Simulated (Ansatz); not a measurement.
## NbRu (Pm-3m): phonons along a line and the smearing

Wanted: frequencies of NbRu (Pm-3m) solved wavevector by wavevector at several smearings. The first relaxation steps of the session are not shown, so no cell shown is the starting entry, unless a step says so.

Program: Ansatz 0.2.0. Level of theory: DFT PBEsol, scalar-relativistic, plane waves, PAW. Results are calculated unless marked as measured.

**1. The cell after earlier relaxation steps**

The structure is cubic, space group Pm-3m (No. 221). Conventional cell: a = 3.142 Å, b = 3.142 Å, c = 3.142 Å, α = 90.00°, β = 90.00°, γ = 90.00°. Nearest to Nb lie 8 Ru at 2.72 Å. Ru has 8 Nb at 2.72 Å nearest. Farther neighbours are not listed.

**2. Relaxation**

The structure is brought to rest under this functional. Earlier relaxation steps are not shown.

input.yaml

```yaml
crystal:
  lattice:
    - [3.1422975628, 0.0, 0.0]
    - [0.0, 3.1422975628, 0.0]
    - [0.0, 0.0, 3.1422975628]
  atoms:
    - { symbol: Nb, position: [0.0, 0.0, 0.0] }
    - { symbol: Ru, position: [0.5, 0.5, 0.5] }
kpoints:
  mp_grid: { grid: [10, 10, 10] }
hamiltonian:
  xc: pbesol
scf:
  occupations: { method: gaussian, width: 0.1 }
output:
  forces: true
  stress: true
  eigenvalues: true
relax:
  adjacent_minimum: "off"
  f_tol: 0.005
  max_steps: 80
  cell: { stress_tol: 0.05 }
```

Run with:

```bash
$ ansatz run input.yaml --threads 4 --pin off --max-ram 8192MiB --backend cpu --events-out ev --progress --plain --runs-dir out
```

Numbers of over 12 decimals in the logs are rounded to 6 here.

The program printed:

```text
[the first part of the log is left out]
  E_xc         = -364.769115
  E_vxc        = -452.226343  (∫ρ·V_xc dr)
  E_paw        = -6417.360666  (= ΣΔE_a)
  E_vpaw       = -331.742243  (= ΣTr[D̂ρ^β])
  E_aug_tail   = -0.000187  (compensation charges beyond the density's cutoff)
  E_ewald      = -3530.026442
  E_core_change = 0.442005  (= ΣΔE_core)
  E_smearing   = -0.018203  (= −TS)
  E_closure    = 0.000000  (closes the sum)
  Σ components = -10312.253931   (vs F -10312.253931, Δ=0.00e0)
--- Forces (eV/Å), atoms counted from 1 ---
  atom   1  Nb    -0.00000000    -0.00000000     0.00000000
  atom   2  Ru    -0.00000000     0.00000000     0.00000000
  max |Σ_I F_I| component: 2.68e-29 eV/Å
--- Stress (GPa, compression-positive) ---
       -0.002580      -0.000000      -0.000000
       -0.000000      -0.002580      -0.000000
       -0.000000      -0.000000      -0.002580
  P = ⅓ Tr σ = -0.0026 GPa (-0.026 kbar)
--- Band table (eV; the first three rows and the last of 56) ---
  k-point 0: bands = ["-51.6788", "-34.0284", "-21.6768", "-21.6768", "-21.6768", "-9.9267", "-9.9267", "-9.9267", "13.6524", "15.4134", "15.4134", "19.0118", "19.0118", "19.0118", "22.2588", "22.2588", "24.9846", "24.9846", "24.9846"]
  k-point 1: bands = ["-51.6780", "-34.0257", "-21.6862", "-21.6751", "-21.6751", "-9.9717", "-9.9263", "-9.9263", "13.8737", "15.5235", "15.5958", "18.9963", "18.9963", "19.0863", "22.0048", "22.3518", "24.3967", "24.3967", "24.8316"]
  k-point 2: bands = ["-51.6758", "-34.0187", "-21.7110", "-21.6707", "-21.6707", "-10.0880", "-9.9251", "-9.9251", "14.4992", "15.8480", "16.0876", "18.9728", "18.9728", "19.2984", "21.3234", "22.5907", "23.2668", "23.2668", "24.4203"]
  k-point 55: bands = ["-51.6539", "-33.9225", "-21.7678", "-21.7678", "-21.7678", "-10.2939", "-10.2939", "-10.2939", "17.8519", "17.8519", "17.8519", "18.3960", "18.3960", "18.3960", "21.2228", "21.2228", "24.9365", "24.9365", "28.6306"]
--- Relaxed structure (3 steps of the walk, 2 accepted, 1 SCFs on fresh bases) ---
  F+E_penalty+E_count = -10312.25393077 eV   max|allowed force component| = 2.025e-29 eV/Å   (the final SCF, on the basis selected at the relaxed cell)
  cell:  # Å, volume = 30.9552 Å³
    - [3.139868, 0, 0]
    - [0, 3.139868, 0.0]
    - [0, 0.0, 3.139868]
  atoms:
    - { symbol: Nb, position: [0, 0, 0] }
    - { symbol: Ru, position: [0.500000, 0.500000, 0.500000] }
```

The job ended after 2.6 s (4 threads of Intel Xeon Platinum 8175M at 2.50GHz (Skylake/Cascade Lake), shared host; peak memory 0.42 GiB; 8.6 s of CPU time).

Little changed from the start: no atom moved by 0.005 Å and no cell edge by 0.1 %.

Numbers from this step:

```
pressure          : -0.002580 GPa
volume per atom   : 15.48 Å³
metallic on mesh  : yes
gap on the k-mesh : 0 eV
```

The largest force is now zero by symmetry and the largest stress component 0.0026 GPa, small enough for phonons.

**3. Wavevectors along a line: Fermi–Dirac smearing of 0.1 eV**

Each wavevector is solved by itself, so no interpolation smooths a dip of the branch.

input.yaml

```yaml
crystal:
  lattice:
    - [3.1398677038, 0.0, 0.0]
    - [0.0, 3.1398677038, 0.0]
    - [0.0, 0.0, 3.1398677038]
  atoms:
    - { symbol: Nb, position: [0.0, 0.0, 0.0] }
    - { symbol: Ru, position: [0.5, 0.5, 0.5] }
kpoints:
  mp_grid: { grid: [16, 16, 16] }
hamiltonian:
  xc: pbesol
scf:
  occupations: { method: fermi_dirac, width: 0.1 }
output:
  eigenvalues: true
phonons:
  method: dfpt
  qpoints:
    - [0, 0, 0]
    - [0.0, 0.0625, 0.0]
    - [0.0, 0.1875, 0.0]
    - [0.0, 0.3125, 0.0]
    - [0.0, 0.4375, 0.0]
```

The program printed:

```text
[...]
Crystal: 2 atoms, lattice volume = 30.955 Å³
Basis set: ecut = 420 eV, 619 PW (Γ), exchange–correlation on 48×48×48 points (8 copies of the dense FFT grid, shifted against one another)
Bands: 19, of which v1, the nominal top of the filled ones, is band 15 counted from 1 (14 counted from 0)
Symmetry: 48 space group operations
k-points: 165 of 4096
[...]
SCF iter   1: F=—  HF=-10312.302372 eV  |F-HF|=—  |Δ(HF+E_count)|=         —  Δρ=9.14e-3  dr2=2.96e-2  ethr=1.77e-3  ⟨swp⟩=5.0  Hψ=12869  notcnv=0
[...]
SCF iter   8: F=-10312.298613 eV  HF=-10312.298613 eV  |F-HF|=1.82e-12  |Δ(HF+E_count)|=  5.46e-12  Δρ=6.38e-8  dr2=1.76e-12  ethr=1.00e-12  ⟨swp⟩=5.0  Hψ=11988  notcnv=0
SCF 1 converged in 8 iterations: F = -10312.298613 eV  dr2 = 1.76e-12
[...]
NSCF: frozen V_eff on 165 k-points
[...]
DFPT response loops at q = (0, 0, 0) (fractional): preconditioner auto → Kerker (q_TF=auto, 2.699 Å⁻¹) (partly filled bands, converged f_vac=0.000); β = 1.00, the filter's whole step (`scf.mixing.beta` (0.50) is not read by the response loops under this deck's `scf.mixing.preconditioner`; to damp them name `kerker` or `kerker_dos`, under which they read `scf.mixing.beta`, and type it under 1.00, their step now; both keys bind the ground state too); Broyden in place of MSR1
[...]
SCF converged after 8 iterations
Free energy (F): -10312.298613 eV
[...]
Internal energy: -10312.202296 eV  (E = F + TS)
E sigma→0 (E₀):  -10312.250455 eV
Entropy (-TS):   -0.096317 eV (-48.158 meV/atom)
Fermi energy:    21.378821 eV
[...]
--- Band table (eV; the first three rows and the last of 165) ---
  k-point 0: bands = [... 11 lower, 19.0142, 19.0142, 19.0142, 22.2620, 22.2620, 24.9876, 24.9876, 24.9876]
  k-point 1: bands = [... 11 lower, 19.0076, 19.0076, 19.0435, 22.1609, 22.2990, 24.7351, 24.7351, 24.9269]
  k-point 2: bands = [... 11 lower, 18.9918, 18.9918, 19.1298, 21.8712, 22.4047, 24.1339, 24.1339, 24.7522]
  k-point 164: bands = [... 11 lower, 18.3972, 18.3972, 18.3972, 21.2264, 21.2264, 24.9400, 24.9400, 28.6308]
--- Phonons (Γ-DFPT): 2 representative perturbations + reference (Σ response iterations 7) ---
  ASR residual: 1.855e-3 → 0.000e0 eV/Å²; symmetrization residual: 4.452e-7 eV/Å²
  ASR residual per site (eV/Å²): 1.34e-3 1.85e-3
  Γ frequencies (cm⁻¹): 0.00 0.00 0.00 134.02 134.02 134.02
  non-analytic LO–TO correction: not included (Born effective charges unavailable; polar crystals: no LO–TO splitting at Γ)
--- Phonons (arbitrary-q DFPT): 5 explicit q-points ---
  q = [0, 0, 0] (of the zone-centre solve; hermiticity 2.78e-7, symmetrization 3.80e-13): -0.00 -0.00 0.00 134.02 134.02 134.02
  q = [0, 0.0625, 0] (4 solved perturbations in 4032 linear systems a pass and spin channel, the states on 1296 of 4096 k-point pairs; hermiticity 1.28e-6, symmetrization 1.97e-10): 17.44 17.44 27.02 134.59 135.57 135.57
[...]
sum rule: each row above includes the acoustic sum rule's correction from the zone centre's row sums; it moved no ω² by more than (2.23 cm⁻¹)²
```

Run time: 3.9 min. Hardware: 4 threads; peak memory 2.1 GiB.

Each wavevector solved by linear response. Table of frequency by |q| along the line:

```csv
|q| along the line (Å⁻¹),mode 1 = mode 2 (cm⁻¹),mode 3 (cm⁻¹),mode 4 (cm⁻¹),mode 5 (cm⁻¹),mode 6 (cm⁻¹)
0.000,0,0,134,134,134
0.125,17.4,27.0,135,136,136
0.375,48.5,72.7,143,143,146
0.625,68.8,88.8,140,140,167
0.875,60.6,93.6,132,132,179
```

**4. Wavevectors along a line: Fermi–Dirac smearing of 0.25 eV**

The smearing blurs the Fermi surface that screens the phonons; a Fermi–Dirac width is an electronic temperature.

Edit input.yaml of step 3 so:

```diff
@@ -13,3 +13,3 @@
 scf:
-  occupations: { method: fermi_dirac, width: 0.1 }
+  occupations: { method: fermi_dirac, width: 0.25 }
 output:
```

Wider smearing eases the sum over k-points of a metal but moves the result away from its zero-temperature value.

The program printed:

```text
band count auto-derived: 20 (N_el = 29.0; filled up to band 15; 19 by the electrons, moments and atoms)
[...]
Crystal: 2 atoms, lattice volume = 30.955 Å³
Basis set: ecut = 420 eV, 619 PW (Γ), exchange–correlation on 48×48×48 points (8 copies of the dense FFT grid, shifted against one another)
Bands: 20, of which v1, the nominal top of the filled ones, is band 15 counted from 1 (14 counted from 0)
[... 1 set-up line as in the run before ...]
k-points: 165 of 4096
[...]
SCF iter   1: F=—  HF=-10312.513814 eV  |F-HF|=—  |Δ(HF+E_count)|=         —  Δρ=7.98e-3  dr2=2.39e-2  ethr=1.77e-3  ⟨swp⟩=5.0  Hψ=13358  notcnv=0
[...]
SCF iter   8: F=-10312.510914 eV  HF=-10312.510914 eV  |F-HF|=0.00e0  |Δ(HF+E_count)|=  3.64e-12  Δρ=2.96e-8  dr2=4.20e-13  ethr=1.00e-12  ⟨swp⟩=5.0  Hψ=12894  notcnv=0
SCF 1 converged in 8 iterations: F = -10312.510914 eV  dr2 = 4.20e-13
[...]
SCF converged after 8 iterations
Free energy (F): -10312.510914 eV
[...]
Internal energy: -10312.056923 eV  (E = F + TS)
E sigma→0 (E₀):  -10312.283918 eV
Entropy (-TS):   -0.453990 eV (-226.995 meV/atom)
Fermi energy:    21.271054 eV
[...]
--- Band table (eV; the first three rows and the last of 165) ---
  k-point 0: bands = [... 11 lower, 19.0213, 19.0213, 19.0213, 22.2711, 22.2711, 25.0011, 25.0011, 25.0011, ... 1 higher]
  k-point 1: bands = [... 11 lower, 19.0147, 19.0147, 19.0506, 22.1698, 22.3081, 24.7479, 24.7479, 24.9403, ... 1 higher]
  k-point 2: bands = [... 11 lower, 18.9987, 18.9987, 19.1369, 21.8798, 22.4139, 24.1456, 24.1456, 24.7655, ... 1 higher]
  k-point 164: bands = [... 11 lower, 18.4034, 18.4034, 18.4034, 21.2343, 21.2343, 24.9534, 24.9534, 28.6324, ... 1 higher]
[...]
ASR residual: 2.265e-3 → 0.000e0 eV/Å²; symmetrization residual: 1.376e-6 eV/Å²
  ASR residual per site (eV/Å²): 2.26e-3 1.28e-3
  Γ frequencies (cm⁻¹): 0.00 0.00 0.00 149.56 149.56 149.56
[...]
--- Phonons (arbitrary-q DFPT): 5 explicit q-points ---
[...]
```

The job ended after 4.1 min (4 threads; peak memory 2.2 GiB).

Each wavevector solved by linear response. The frequency by |q| along the line:

```
|q| along the line (Å⁻¹)  mode 1 = mode 2 (cm⁻¹)  mode 3 (cm⁻¹)  mode 4 = mode 5 (cm⁻¹)  mode 6 (cm⁻¹)
                   0.000                       0              0                     150            150
                   0.125                    18.1           31.8                     151            152
                   0.375                    52.7           87.4                     155            167
                   0.625                    83.6            115                     152            192
                   0.875                     106            120                     139            211
```

Against step 3 (now smearing width 0.25 eV), the free energy moves by -106.2 meV an atom.

**5. Wavevectors along a line: Fermi–Dirac smearing of 0.04 eV**

Each wavevector is solved by itself, so no interpolation smooths a dip of the branch.

Edit input.yaml of step 4 so:

```diff
@@ -13,3 +13,3 @@
 scf:
-  occupations: { method: fermi_dirac, width: 0.25 }
+  occupations: { method: fermi_dirac, width: 0.04 }
 output:
```

Narrower smearing comes nearer the zero-temperature value but asks more of the mesh.

The program printed:

```text
[...]
Crystal: 2 atoms, lattice volume = 30.955 Å³
Basis set: ecut = 420 eV, 619 PW (Γ), exchange–correlation on 48×48×48 points (8 copies of the dense FFT grid, shifted against one another)
Bands: 19, of which v1, the nominal top of the filled ones, is band 15 counted from 1 (14 counted from 0)
[... 1 set-up line as in the run before ...]
k-points: 165 of 4096
[...]
SCF iter   1: F=—  HF=-10312.259780 eV  |F-HF|=—  |Δ(HF+E_count)|=         —  Δρ=9.82e-3  dr2=3.45e-2  ethr=1.77e-3  ⟨swp⟩=5.2  Hψ=13145  notcnv=0
[...]
SCF iter   8: F=-10312.255447 eV  HF=-10312.255447 eV  |F-HF|=1.82e-12  |Δ(HF+E_count)|=  1.27e-11  Δρ=9.33e-8  dr2=3.63e-12  ethr=1.00e-12  ⟨swp⟩=5.0  Hψ=12081  notcnv=0
SCF 1 converged in 8 iterations: F = -10312.255447 eV  dr2 = 3.63e-12
[...]
SCF converged after 8 iterations
Free energy (F): -10312.255447 eV
[...]
Internal energy: -10312.237548 eV  (E = F + TS)
E sigma→0 (E₀):  -10312.246497 eV
Entropy (-TS):   -0.017899 eV (-8.950 meV/atom)
Fermi energy:    21.405908 eV
[...]
--- Band table (eV; the first three rows and the last of 165) ---
  k-point 0: bands = [... 11 lower, 19.0116, 19.0116, 19.0116, 22.2597, 22.2597, 24.9851, 24.9851, 24.9851]
  k-point 1: bands = [... 11 lower, 19.0050, 19.0050, 19.0409, 22.1587, 22.2967, 24.7327, 24.7327, 24.9244]
  k-point 2: bands = [... 11 lower, 18.9892, 18.9892, 19.1272, 21.8691, 22.4023, 24.1317, 24.1317, 24.7497]
  k-point 164: bands = [... 11 lower, 18.3963, 18.3963, 18.3963, 21.2226, 21.2226, 24.9382, 24.9382, 28.6300]
[...]
ASR residual: 7.954e-4 → 0.000e0 eV/Å²; symmetrization residual: 1.532e-7 eV/Å²
  ASR residual per site (eV/Å²): 4.11e-4 7.95e-4
  Γ frequencies (cm⁻¹): 0.00 0.00 0.00 129.41 129.41 129.41
[...]
--- Phonons (arbitrary-q DFPT): 5 explicit q-points ---
[...]
```

It took 3.8 min on 4 threads; peak memory 2.1 GiB.

Each wavevector solved by linear response. Table of frequency by |q| along the line:

| \|q\| along the line (Å⁻¹) | mode 1 = mode 2 (cm⁻¹) | mode 3 (cm⁻¹) | mode 4 (cm⁻¹) | mode 5 (cm⁻¹) | mode 6 (cm⁻¹) |
| --- | --- | --- | --- | --- | --- |
| 0.000 | 0 | 0 | 129 | 129 | 129 |
| 0.125 | 17.5 | 23.4 | 131 | 131 | 131 |
| 0.375 | 48.3 | 57.8 | 135 | 141 | 141 |
| 0.625 | 61.1 | 75.2 | 136 | 136 | 150 |
| 0.875 | -35.0 | 95.8 | 131 | 131 | 162 |

Against step 3 (now smearing width 0.04 eV), the free energy moves by +21.6 meV an atom.

**6. Wavevectors along a line: Methfessel–Paxton smearing of 0.2 eV**

The smearing blurs the Fermi surface that screens the phonons; a Methfessel–Paxton width blurs it less than a thermal one.

Edit input.yaml of step 5 so:

```diff
@@ -13,3 +13,3 @@
 scf:
-  occupations: { method: fermi_dirac, width: 0.04 }
+  occupations: { method: methfessel_paxton, width: 0.2 }
 output:
```

The program printed:

```text
[...]
Crystal: 2 atoms, lattice volume = 30.955 Å³
Basis set: ecut = 420 eV, 619 PW (Γ), exchange–correlation on 48×48×48 points (8 copies of the dense FFT grid, shifted against one another)
Bands: 19, of which v1, the nominal top of the filled ones, is band 15 counted from 1 (14 counted from 0)
[... 1 set-up line as in the run before ...]
k-points: 165 of 4096
[...]
SCF iter   1: F=—  HF=-10312.251939 eV  |F-HF|=—  |Δ(HF+E_count)|=         —  Δρ=9.87e-3  dr2=3.47e-2  ethr=1.77e-3  ⟨swp⟩=5.0  Hψ=12867  notcnv=0
[...]
SCF iter   8: F=-10312.247420 eV  HF=-10312.247420 eV  |F-HF|=1.82e-12  |Δ(HF+E_count)|=  5.46e-12  S|Δr|=    0.00e0  Δρ=6.07e-8  dr2=1.52e-12  ethr=1.00e-12  ⟨swp⟩=5.0  Hψ=12037  notcnv=0
SCF 1 converged in 8 iterations: F = -10312.247420 eV  dr2 = 1.52e-12
[...]
SCF converged after 8 iterations
Stability not checked: this state was not tested for a lower state beside it, because cold or Methfessel-Paxton smearing, or corrected tetrahedra, fill the levels in a way that the test cannot read (fill_not_monotonic; see scf.lower_state_search)
Free energy (F): -10312.247420 eV
[...]
Internal energy: -10312.243764 eV  (E = F + TS)
E sigma→0 (E₀):  -10312.246506 eV
Entropy (-TS):   -0.003656 eV (-1.828 meV/atom)
Fermi energy:    21.407370 eV
[...]
--- Band table (eV; the first three rows and the last of 165) ---
  k-point 0: bands = [... 11 lower, 19.0114, 19.0114, 19.0114, 22.2595, 22.2595, 24.9845, 24.9845, 24.9845]
  k-point 1: bands = [... 11 lower, 19.0048, 19.0048, 19.0407, 22.1584, 22.2965, 24.7322, 24.7322, 24.9238]
  k-point 2: bands = [... 11 lower, 18.9890, 18.9890, 19.1270, 21.8689, 22.4021, 24.1312, 24.1312, 24.7491]
  k-point 164: bands = [... 11 lower, 18.3960, 18.3960, 18.3960, 21.2225, 21.2225, 24.9377, 24.9377, 28.6299]
[...]
ASR residual: 7.620e-5 → 0.000e0 eV/Å²; symmetrization residual: 1.177e-6 eV/Å²
  ASR residual per site (eV/Å²): 1.83e-5 7.62e-5
  Γ frequencies (cm⁻¹): 0.00 0.00 0.00 128.08 128.08 128.08
[...]
--- Phonons (arbitrary-q DFPT): 5 explicit q-points ---
[...]
```

Wall time 4.3 min (4 threads); peak memory 2.2 GiB.

Each wavevector solved by linear response. Frequency against |q| along the line:

```csv
|q| along the line (Å⁻¹),mode 1 = mode 2 (cm⁻¹),mode 3 (cm⁻¹),mode 4 (cm⁻¹),mode 5 (cm⁻¹),mode 6 (cm⁻¹)
0.000,0,0,128,128,128
0.125,17.4,23.5,128,129,129
0.375,47.2,60.8,136,137,137
0.625,58.1,75.1,135,135,151
0.875,-42.7,91.8,130,130,161
```

Against step 3 (now occupations Methfessel-Paxton and smearing width 0.2 eV), the free energy moves by +25.6 meV an atom.

**7. Smearing and the soft branch**

Table of lowest frequency by |q| along the line:

```
|q| along the line (Å⁻¹)  fermi dirac 0.1 eV, k 16x16x16 (cm⁻¹)  fermi dirac 0.25 eV, k 16x16x16 (cm⁻¹)  fermi dirac 0.04 eV, k 16x16x16 (cm⁻¹)  methfessel paxton 0.2 eV, k 16x16x16 (cm⁻¹)
                   0.000                                      0                                       0                                       0                                            0
                   0.125                                   17.4                                    18.1                                    17.5                                         17.4
                   0.375                                   48.5                                    52.7                                    48.3                                         47.2
                   0.625                                   68.8                                    83.6                                    61.1                                         58.1
                   0.875                                   60.6                                     106                                   -35.0                                        -42.7
```

**8. What came out**

```json
{"phonon run of the rows without a label of their own": "PBEsol, k 16×16×16", "lowest branch at the last solved point, Fermi–Dirac 0.1 eV": "60.6 cm⁻¹ at |q| = 0.875 Å⁻¹", "lowest branch at the last solved point, Fermi–Dirac 0.25 eV": "106 cm⁻¹ at |q| = 0.875 Å⁻¹", "lowest branch at the last solved point, Fermi–Dirac 0.04 eV": "-35.0 cm⁻¹ at |q| = 0.875 Å⁻¹", "lowest branch at the last solved point, Methfessel–Paxton 0.2 eV": "-42.7 cm⁻¹ at |q| = 0.875 Å⁻¹"}
```

What this shows: A branch softens as the smearing narrows, the mark of a Kohn anomaly. The line holds 5 wavevectors, so a narrow dip between them would be missed. Between Fermi–Dirac 0.25 eV and Fermi–Dirac 0.04 eV the largest change, with modes counted by rank of frequency, is in mode 1 at |q| = 0.875 Å⁻¹, from 106 to -35.0 cm⁻¹, a softening that marks strong screening by the Fermi surface at that wavevector. Where branches cross, a count by rank can hide a softening. The wide smearing hides an instability that the narrow one shows, as in charge-density-wave metals above and below their transition. At the narrowest width the k mesh may not resolve the Fermi surface, so part of the change can be mesh noise.

[Logs are printed without paths, hosts, clocks, repeated set-up lines and the standing remarks that a program may print on its own settings, such as how far it seeks lower states.]

[Hosts, paths, dates, database ids (printed as entryN), source tags and the programs' standing remarks are cut or masked in the printed files.]
